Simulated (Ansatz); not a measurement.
# SnSe2 monolayer (2H): modes against biaxial strain in the plane of the sheet

Wanted: the shifts of the zone-centre modes of SnSe2 monolayer (2H) with strain.

Method: DFT PBE, scalar-relativistic, plane waves, PAW; PAW set soft_1, in Ansatz 0.2.0.

### Step 1. The starting structure

The cell holds 3 atoms: 1 Sn and 2 Se. Its edges and angles: a = 3.800 Å, b = 3.800 Å, c = 30.460 Å, α = 90.0°, β = 90.0°, γ = 120.0°. Vacuum lies along c. The height across the vacuum is the one that the program set for its solve, not the one typed.

As a file:

```cif
data_structure
_symmetry_space_group_name_H-M 'P 1'
_symmetry_Int_Tables_number 1
_cell_length_a 3.8000
_cell_length_b 3.8000
_cell_length_c 30.4600
_cell_angle_alpha 90.000
_cell_angle_beta 90.000
_cell_angle_gamma 120.000
_cell_volume 380.92
loop_
_atom_site_label
_atom_site_type_symbol
_atom_site_fract_x
_atom_site_fract_y
_atom_site_fract_z
_atom_site_occupancy
Sn1 Sn 0.33333 0.66667 0.32830 1
Se2 Se 0.66667 0.33333 0.38296 1
Se3 Se 0.66667 0.33333 0.27364 1
```

### Step 2. A rough relaxation first

A rough relaxation comes first, because large forces or stress need no tight tolerances yet. The program lengthens the typed cell of 20.0 Å along the normal to 30.5 Å, as its cut-off of the electrostatics needs, and moves no atom.

Input file input.yaml:

```yaml
crystal:
  lattice:
    - [3.8, 0.0, 0.0]
    - [-1.9, 3.2909, 0.0]
    - [0.0, 0.0, 20.0]
  atoms:
    - { symbol: Sn, position: [0.333333, 0.666667, 0.5] }
    - { symbol: Se, position: [0.666667, 0.333333, 0.58325] }
    - { symbol: Se, position: [0.666667, 0.333333, 0.41675] }
  periodic: [true, true, false]
kpoints:
  mp_grid: { grid: [6, 6, 1] }
hamiltonian:
  xc: pbe
  pseudopotentials: { kind: paw, azcp: { folder: soft_1 } }
scf:
  occupations: { method: gaussian, width: 0.1 }
output:
  forces: true
  stress: true
  eigenvalues: true
relax:
  adjacent_minimum: "off"
  f_tol: 0.05
  max_steps: 80
  cell: { stress_2d_tol: 0.02 }
```

Started as:

```sh
$ ansatz run input.yaml --threads 4 --pin off --max-ram 16384MiB --backend cpu --events-out ev --progress --plain --runs-dir out
```

Numbers of over 12 decimals in the logs are rounded to 6 here.

Output:

```text
[...]
F+E_penalty+E_count = -16962.68107776 eV   max|allowed force component| = 1.596e-3 eV/Å   (the final SCF, on the basis selected at the relaxed cell)
  cell:  # Å, volume = 379.3053 Å³
    - [3.791964, 0.0, 0.0]
    - [-1.895982, 3.283937, 0.0]
    - [0.0, 0.0, 30.46]
  atoms:
    - { symbol: Sn, position: [0.333333, 0.666667, 0.328299] }
    - { symbol: Se, position: [0.666667, 0.333333, 0.385109] }
    - { symbol: Se, position: [0.666667, 0.333333, 0.271490] }
[key lines of the parts left out:]
SCF converged after 6 iterations
Free energy (F): -16962.681078 eV
Fermi energy:    -5.659305 eV
P = ½ c Tr σ = 0.0108 N/m
```

Elapsed: 14 s, on 4 threads of Arm Neoverse V1, shared host; peak memory 0.67 GiB; 52 s of CPU time.

Step by step:

```csv
step,energy less that of the first step (eV),largest force component (eV/Å),volume (Å³)
1,0.0000,0.7876,380.92
2,0.0931,1.0864,373.97
3,-0.0458,0.1495,378.46
4,-0.0481,0.0250,379.03
5,-0.0482,0.0016,379.31
6*,-0.0482,0.0016,379.31
```

Relaxation steps marked * repeat the geometry before them on a plane-wave basis chosen anew for their cell, so energy and pressure can jump there. Relaxation step 2 was tried and not accepted.

The run keeps the 12 symmetry operations that it works with, so distortions that break them were not tested.

```csv
cell as run,before,after,change
a (Å),3.800,3.792,-0.2 %
b (Å),3.800,3.792,-0.2 %
```

The atoms that moved most (Å, along periodic axes as changes of fractional coordinates times the final cell, across vacuum about the mean position):

```csv
atom,dx,dy,dz,length
Se2,0.000,0.000,0.065,0.065
Se3,0.000,0.000,-0.065,0.065
```

The relaxed structure:

```xyz
3
Lattice="3.7920 0.0000 0.0000 -1.8960 3.2839 0.0000 0.0000 0.0000 30.4600" Properties=species:S:1:pos:R:3
Sn    0.0000    2.1893   10.0000
Se    1.8960    1.0946   11.7304
Se    1.8960    1.0946    8.2696
```

Numbers from this step:

* gap on the k-mesh: 0 eV
* area per atom: 4.151 Å²

The relaxation ends with a largest force component of 0.0016 eV/Å.

### Step 3. Relaxation

The cell and atoms are relaxed, since residual forces and stress would shift the frequencies.

input.yaml, the sections that differ from step 2:

```yaml
crystal:
  lattice:
    - [3.7919640749, 0.0, 0.0]
    - [-1.8959820374, 3.2839372191, 0.0]
    - [0.0, 0.0, 30.46]
  atoms:
    - { symbol: Sn, position: [0.3333333333, 0.6666666667, 0.3282994091] }
    - { symbol: Se, position: [0.6666666667, 0.3333333333, 0.3851090976] }
    - { symbol: Se, position: [0.6666666667, 0.3333333333, 0.2714897205] }
  periodic: [true, true, false]
kpoints:
  mp_grid: { grid: [12, 12, 1] }
relax:
  adjacent_minimum: "off"
  f_tol: 0.005
  max_steps: 80
  cell: { stress_2d_tol: 0.02 }
# hamiltonian, scf, output: as in step 2
```

Output:

```text
[...]
Crystal: 3 atoms, lattice volume = 379.305 Å³
Basis set: ecut = 420 eV, 7433 PW (Γ), exchange–correlation on 54×54×432 points (8 copies of the dense FFT grid, shifted against one another)
Bands: 28, of which v1, the nominal top of the filled ones, is band 23 counted from 1 (22 counted from 0)
Symmetry: 12 space group operations
[...]
--- Relaxed structure (3 steps of the walk, 2 accepted, 1 SCFs on fresh bases) ---
[...]
cell:  # Å, volume = 379.7224 Å³
    - [3.794048, -2.8883432848253965e-11, 0.0]
    - [-1.897024, 3.285742, 0.0]
    - [0.0, 0.0, 30.46]
  atoms:
    - { symbol: Sn, position: [0.333333, 0.666667, 0.328299] }
    - { symbol: Se, position: [0.666667, 0.333333, 0.384950] }
    - { symbol: Se, position: [0.666667, 0.333333, 0.271649] }
[key lines of the parts left out:]
SCF converged after 7 iterations
Free energy (F): -16962.695868 eV
Fermi energy:    -5.630364 eV
P = ½ c Tr σ = 0.0046 N/m
```

Elapsed: 24 s, on 4 threads; peak memory 0.74 GiB.

Little changed from the start: no atom moved by 0.005 Å and no cell edge by 0.1 %.

Numbers from this step:

```
gap on the k-mesh : 0.02421 eV
area per atom     : 4.155 Å²
```

### Step 4. Tight relaxation

Phonons need small forces and stress, so the relaxation is finished with tight tolerances on 12×12×1 k points.

input.yaml, the sections that differ from step 3:

```yaml
crystal:
  lattice:
    - [3.7940480531, 0.0, 0.0]
    - [-1.8970240265, 3.2857419971, 0.0]
    - [0.0, 0.0, 30.46]
  atoms:
    - { symbol: Sn, position: [0.3333333333, 0.6666666667, 0.3282994091] }
    - { symbol: Se, position: [0.6666666667, 0.3333333333, 0.3849499087] }
    - { symbol: Se, position: [0.6666666667, 0.3333333333, 0.2716489094] }
  periodic: [true, true, false]
output:
  forces: true
  stress: true
  eigenvalues: true
  write_density: true
  write_potential: true
  elf: true
  volumetric_format: npy
relax:
  adjacent_minimum: "off"
  f_tol: 0.001
  max_steps: 60
  cell: { stress_2d_tol: 0.002 }
# kpoints, hamiltonian, scf: as in step 3
```

Output:

```text
[...]
Crystal: 3 atoms, lattice volume = 379.722 Å³
Basis set: ecut = 420 eV, 7445 PW (Γ), exchange–correlation on 54×54×432 points (8 copies of the dense FFT grid, shifted against one another)
Bands: 28, of which v1, the nominal top of the filled ones, is band 23 counted from 1 (22 counted from 0)
Symmetry: 12 space group operations
[...]
° read free of the cell's end (the report's vacuum.weakly_bound_levels)
--- Relaxed structure (3 steps of the walk, 2 accepted, 1 SCFs on fresh bases) ---
[...]
cell:  # Å, volume = 379.7518 Å³
    - [3.794195, -2.8868641845387078e-11, 0]
    - [-1.897097, 3.285869, 0]
    - [0, 0, 30.46]
  atoms:
    - { symbol: Sn, position: [0.333333, 0.666667, 0.328299] }
    - { symbol: Se, position: [0.666667, 0.333333, 0.384945] }
    - { symbol: Se, position: [0.666667, 0.333333, 0.271654] }
[key lines of the parts left out:]
SCF converged after 10 iterations
Free energy (F): -16962.695869 eV
Fermi energy:    -5.630714 eV
P = ½ c Tr σ = 0.0019 N/m
```

The job ended after 27 s (4 threads; peak memory 0.75 GiB).

Little changed from the start: no atom moved by 0.005 Å and no cell edge by 0.1 %.

Numbers from this step:

```
gap on the k-mesh : 0.02475 eV
area per atom     : 4.156 Å²
```

Electrostatic potential energy in the ac plane at fractional y = 0.333, with atoms of Se within 0.2 Å of it. With pseudopotentials it is smooth inside the atoms' cores, unlike the true potential.

Ten even steps from '0' (-17 eV) to '9' (0 eV), each cell a mean:
```
99999999999999
99999999999999
99999999999999
99999999999999
99999999999999
99999999999999
99999999999999
99999999999999
99999999999999
99999999999999
99999999999999
99999999999999
99999999999999
99999998877899
78988610465104
65455654333456
54445665444456
78888610465004
99999988766789
99999999999999
99999999999999
99999999999999
99999999999999
99999999999999
```
Columns run along a (3.8 Å; values clipped at the 3rd and 97th percentile), rows up along c (30.5 Å). Atoms in or near the plane, at fractional coordinates: Se at (0.67, 0.38), Se at (0.67, 0.27).

ELF in the ac plane at fractional y = 0.333, with atoms of Se within 0.2 Å of it. It is the smooth field of the valence electrons, not physical close to the nuclei.

Ten even steps from '_' (0.00) to '@' (0.79), each cell a mean:
```
____________________________
____________________________
____________________________
____________________________
____________________________
____________________________
____________________________
____________________________
____________________________
____________________________
____________________________
____________________________
______________............__
::______..==##%%@@@@@@%%##**
**::....++%%@@@@**++++%%@@@@
==------==++******++********
==------==++****++++++****++
**--....++%%@@@@**==++%%@@@@
--______::++##@@@@@@@@@@%%**
____________....::::::....__
____________________________
____________________________
____________________________
____________________________
```
Columns run along a (3.8 Å), rows up along c (30.5 Å). Atoms in or near the plane, at fractional coordinates: Se at (0.67, 0.38), Se at (0.67, 0.27).

Valence density in the ac plane at fractional y = 0.333, with atoms of Se within 0.2 Å of it. It is the smooth field of the valence electrons, not physical close to the nuclei.

Values in e/Å³, 24 rows by 14 columns, each cell a mean:
```
 0  0  0  0  0  0  0  0  0  0  0  0  0  0
 0  0  0  0  0  0  0  0  0  0  0  0  0  0
 0  0  0  0  0  0  0  0  0  0  0  0  0  0
 0  0  0  0  0  0  0  0  0  0  0  0  0  0
 0  0  0  0  0  0  0  0  0  0  0  0  0  0
 0  0  0  0  0  0  0  0  0  0  0  0  0  0
 0  0  0  0  0  0  0  0  0  0  0  0  0  0
 0  0  0  0  0  0  0  0  0  0  0  0  0  0
 0  0  0  0  0  0  0  0  0  0  0  0  0  0
 0  0  0  0  0  0  0  0  0  0  0  0  0  0
 0  0  0  0  0  0  0  0  0  0  0  0  0  0
 0  0  0  0  0  0  0  0  0  0  0  0  0  0
 0  0  0  0  0  0  0  0  0  0  0  0  0  0
 0  0  0  0  0  0  0  0  0  0  0  0  0  0
 0  0  0  0  0  0  1  2  9 21 15  3  1  0
 0  0  0  0  0  0  0  0  1  1  1  1  0  0
 0  0  0  0  0  0  0  0  1  1  1  0  0  0
 0  0  0  0  0  0  1  2 10 22 15  3  1  0
 0  0  0  0  0  0  0  0  0  0  0  0  0  0
 0  0  0  0  0  0  0  0  0  0  0  0  0  0
 0  0  0  0  0  0  0  0  0  0  0  0  0  0
 0  0  0  0  0  0  0  0  0  0  0  0  0  0
 0  0  0  0  0  0  0  0  0  0  0  0  0  0
 0  0  0  0  0  0  0  0  0  0  0  0  0  0
```
Columns run along a (3.8 Å), rows up along c (30.5 Å). Atoms in or near the plane, at fractional coordinates: Se at (0.67, 0.38), Se at (0.67, 0.27).

The largest force component left is 0.28 meV/Å, within the tolerances set.

### Step 5. Modes at rest

Phonons follow from the second derivative of the energy, found here by linear response.

The modes at rest are the reference of the series.

input.yaml, the sections that differ from step 4:

```yaml
crystal:
  lattice:
    - [3.794194891, 0.0, 0.0]
    - [-1.8970974455, 3.2858691626, 0.0]
    - [0.0, 0.0, 30.46]
  atoms:
    - { symbol: Sn, position: [0.3333333333, 0.6666666667, 0.3282994091] }
    - { symbol: Se, position: [0.6666666667, 0.3333333333, 0.3849452767] }
    - { symbol: Se, position: [0.6666666667, 0.3333333333, 0.2716535414] }
  periodic: [true, true, false]
output:
  eigenvalues: true
phonons:
  method: dfpt
# kpoints, hamiltonian, scf: as in step 4
# relax: removed
```

Output:

```text
Warning: crystal.symmetry: narrowed to the stabiliser of the run's FFT grids — unitary ops 12 → 6. A phonons.method: dfpt run fills in the rows of the dynamical matrix that it does not solve by its symmetry operations, which is exact only for operations that map its FFT grids onto themselves: filled in by any other, the frequencies could depend on the order in which like atoms are typed, or, by more than the grids' own error, on where the crystal sits among the grids' points. Excluded: 6 operations. The run can therefore solve more perturbations, solve them on more k-points, or both, and cost more. [rest of the remark cut]
[...]
Crystal: 3 atoms, lattice volume = 379.752 Å³
Basis set: ecut = 420 eV, 7445 PW (Γ), exchange–correlation on 54×54×432 points (8 copies of the dense FFT grid, shifted against one another)
Bands: 28, of which v1, the nominal top of the filled ones, is band 23 counted from 1 (22 counted from 0)
Symmetry: 12 space group operations
k-points: 43 of 144 (irreducible under 2 space group operations, time reversal used)
[...]
SCF iter  11: F=-16962.695869 eV  HF=-16962.695869 eV  |F-HF|=3.64e-12  |Δ(HF+E_count)|=  2.00e-10  Δρ=6.47e-9  dr2=2.86e-13  ethr=1.00e-12  ⟨swp⟩=18.6  Hψ=8076  notcnv=0
SCF 1 converged in 11 iterations: F = -16962.695869 eV  dr2 = 2.86e-13
[...]
DFPT response loops at Γ: preconditioner auto → none (partly filled bands, converged f_vac=0.765); β = 0.50; Broyden in place of MSR1
SCF converged after 11 iterations
Free energy (F): -16962.695869 eV
[...]
Internal energy: -16962.692433 eV  (E = F + TS)
E sigma→0 (E₀):  -16962.694151 eV
Entropy (-TS):   -0.003436 eV (-1.145 meV/atom)
Fermi energy:    -5.630714 eV
[...]
--- Band table (eV; the first three rows and the last of 43) ---
  k-point 0: bands = [... 19 lower, -6.4592, -6.4592, -5.6543, -5.6543, -5.1513, -2.1124, -1.5615, -1.5615, ... 1 higher]
  k-point 1: bands = [... 19 lower, -7.1121, -6.5941, -6.0575, -5.7092, -4.6856, -1.8724 (-1.8724°), -1.7108 (-1.7108°), -1.4129, ... 1 higher]
  k-point 2: bands = [... 19 lower, -7.4919, -6.9208, -6.6825, -5.8522, -4.3392, -2.3351, -1.0983 (-1.0982°), -1.0459, ... 1 higher]
  k-point 42: bands = [... 19 lower, -9.2137, -9.0609, -7.3834, -6.1420, -4.7240, -2.8040, -0.7210, -0.1937, ... 1 higher]
  ° read free of the cell's end (the report's vacuum.weakly_bound_levels)
--- Phonons (Γ-DFPT): 6 representative perturbations + reference, on 43 of 144 k-points (Σ response iterations 23) ---
  ASR residual: 1.077e-4 → 0.000e0 eV/Å²; symmetrization residual: 2.931e-5 eV/Å²
  The last average, over the group as it would stand without the narrowing to the FFT grids, took up to 8.049e-6 eV/Å² of the zone centre's force constants
  ASR residual per site (eV/Å²): 1.08e-4 1.50e-6 4.33e-5
  Γ frequencies (cm⁻¹): -85.33 -85.33 0.00 0.00 0.00 130.19 130.19 199.13 229.71
  non-analytic LO–TO correction: not included (Born effective charges unavailable; polar crystals: no LO–TO splitting at Γ)
```

Elapsed: 99 s, on 4 threads; peak memory 1.8 GiB.

In the SCF lines HF is the Harris–Foulkes energy and dr2 the Hartree energy of the density residual, in eV; the loop may stop once dr2 is under the threshold and the program's other checks hold. Hψ counts applications of the Hamiltonian.

This step gave:

```yaml
sum_rule_residual_before_enforcement: 1.08e-4 eV/Å²
point_group: -6m2
highest_optical_mode_at_the_zone_centre_no_lo_to_term: 229.7 cm⁻¹
lowest_optical_zone_centre_mode: -85.33 cm⁻¹
```

Without the LO-TO term. Patterns of degenerate modes are one choice out of their space. The modes at Γ (shares of kinetic energy by element, %) (negative means imaginary):

```
mode  frequency (cm⁻¹)  symmetry  Sn %  Se %
   1             -85.3       E''     0   100
   2             -85.3       E''     0   100
   3               0.0  acoustic    43    57
   4               0.0  acoustic    43    57
   5               0.0  acoustic    43    57
   6             130.2        E'    57    43
   7             130.2        E'    57    43
   8             199.1       A1'     0   100
   9             229.7      A2''    57    43
```

Displacements in mode 2 (-85.3 cm⁻¹), the largest set to 1:
```
Sn1  0.00  0.00  0.00
Se2  0.42  1.00  0.00
Se3 -0.42 -1.00  0.00
```

Displacements in mode 8 (199.1 cm⁻¹), the largest set to 1:
```
Sn1  0.00  0.00  0.00
Se2  0.00  0.00  1.00
Se3  0.00  0.00 -1.00
```

Before it was imposed, the acoustic sum rule was missed by 1.1e-4 eV/Å². Small misses are needed for a sound result but don't prove that mesh and cutoff are converged. The lowest optical mode is imaginary, 85.3i cm⁻¹, so the energy falls along it.

### Step 6. A member of the series: biaxial strain of +5 % in the plane of the sheet

The cell takes a biaxial strain of +5 % in the plane of the sheet. The cell is held, and the atoms relax in it.

input.yaml, the sections that differ from step 5:

```yaml
crystal:
  lattice:
    - [3.9839046356, 0.0, 0.0]
    - [-1.9919523178, 3.4501626207, 0.0]
    - [0.0, 0.0, 30.46]
  atoms:
    - { symbol: Sn, position: [0.3333333333, 0.6666666667, 0.3282994091] }
    - { symbol: Se, position: [0.6666666667, 0.3333333333, 0.384547335] }
    - { symbol: Se, position: [0.6666666667, 0.3333333333, 0.2720514831] }
  periodic: [true, true, false]
output:
  forces: true
  stress: true
  eigenvalues: true
relax:
  adjacent_minimum: "off"
  f_tol: 0.001
  max_steps: 60
# kpoints, hamiltonian, scf: as in step 5
# phonons: removed
```

Output:

```text
[...]
--- Relaxed structure (4 steps of the walk, 3 accepted, 0 SCFs on fresh bases) ---
  F+E_penalty+E_count = -16962.54008629 eV   max|allowed force component| = 1.585e-4 eV/Å
  cell:  # Å, volume = 418.6763 Å³
    - [3.983905, 0.0, 0.0]
    - [-1.991952, 3.450163, 0.0]
    - [0.0, 0.0, 30.46]
  atoms:
    - { symbol: Sn, position: [0.333333, 0.666667, 0.328299] }
    - { symbol: Se, position: [0.666667, 0.333333, 0.384462] }
    - { symbol: Se, position: [0.666667, 0.333333, 0.272137] }
[key lines of the parts left out:]
SCF converged after 3 iterations
Free energy (F): -16962.540086 eV
Fermi energy:    -5.877863 eV
P = ½ c Tr σ = -3.5375 N/m
```

The job ended after 23 s (4 threads; peak memory 0.76 GiB).

No atom moved by 0.005 Å in the relaxation.

Numbers from this step:

```
gap on the k-mesh : 0.09999 eV
area per atom     : 4.582 Å²
```

The largest force component left is 0.16 meV/Å.

(Continued in part 2 of 2.)

[Logs are printed without paths, hosts, clocks, repeated set-up lines and the standing remarks that a program may print on its own settings, such as how far it seeks lower states.]

[Hosts, paths, dates, database ids (printed as entryN), source tags and the programs' standing remarks are cut or masked in the printed files.]
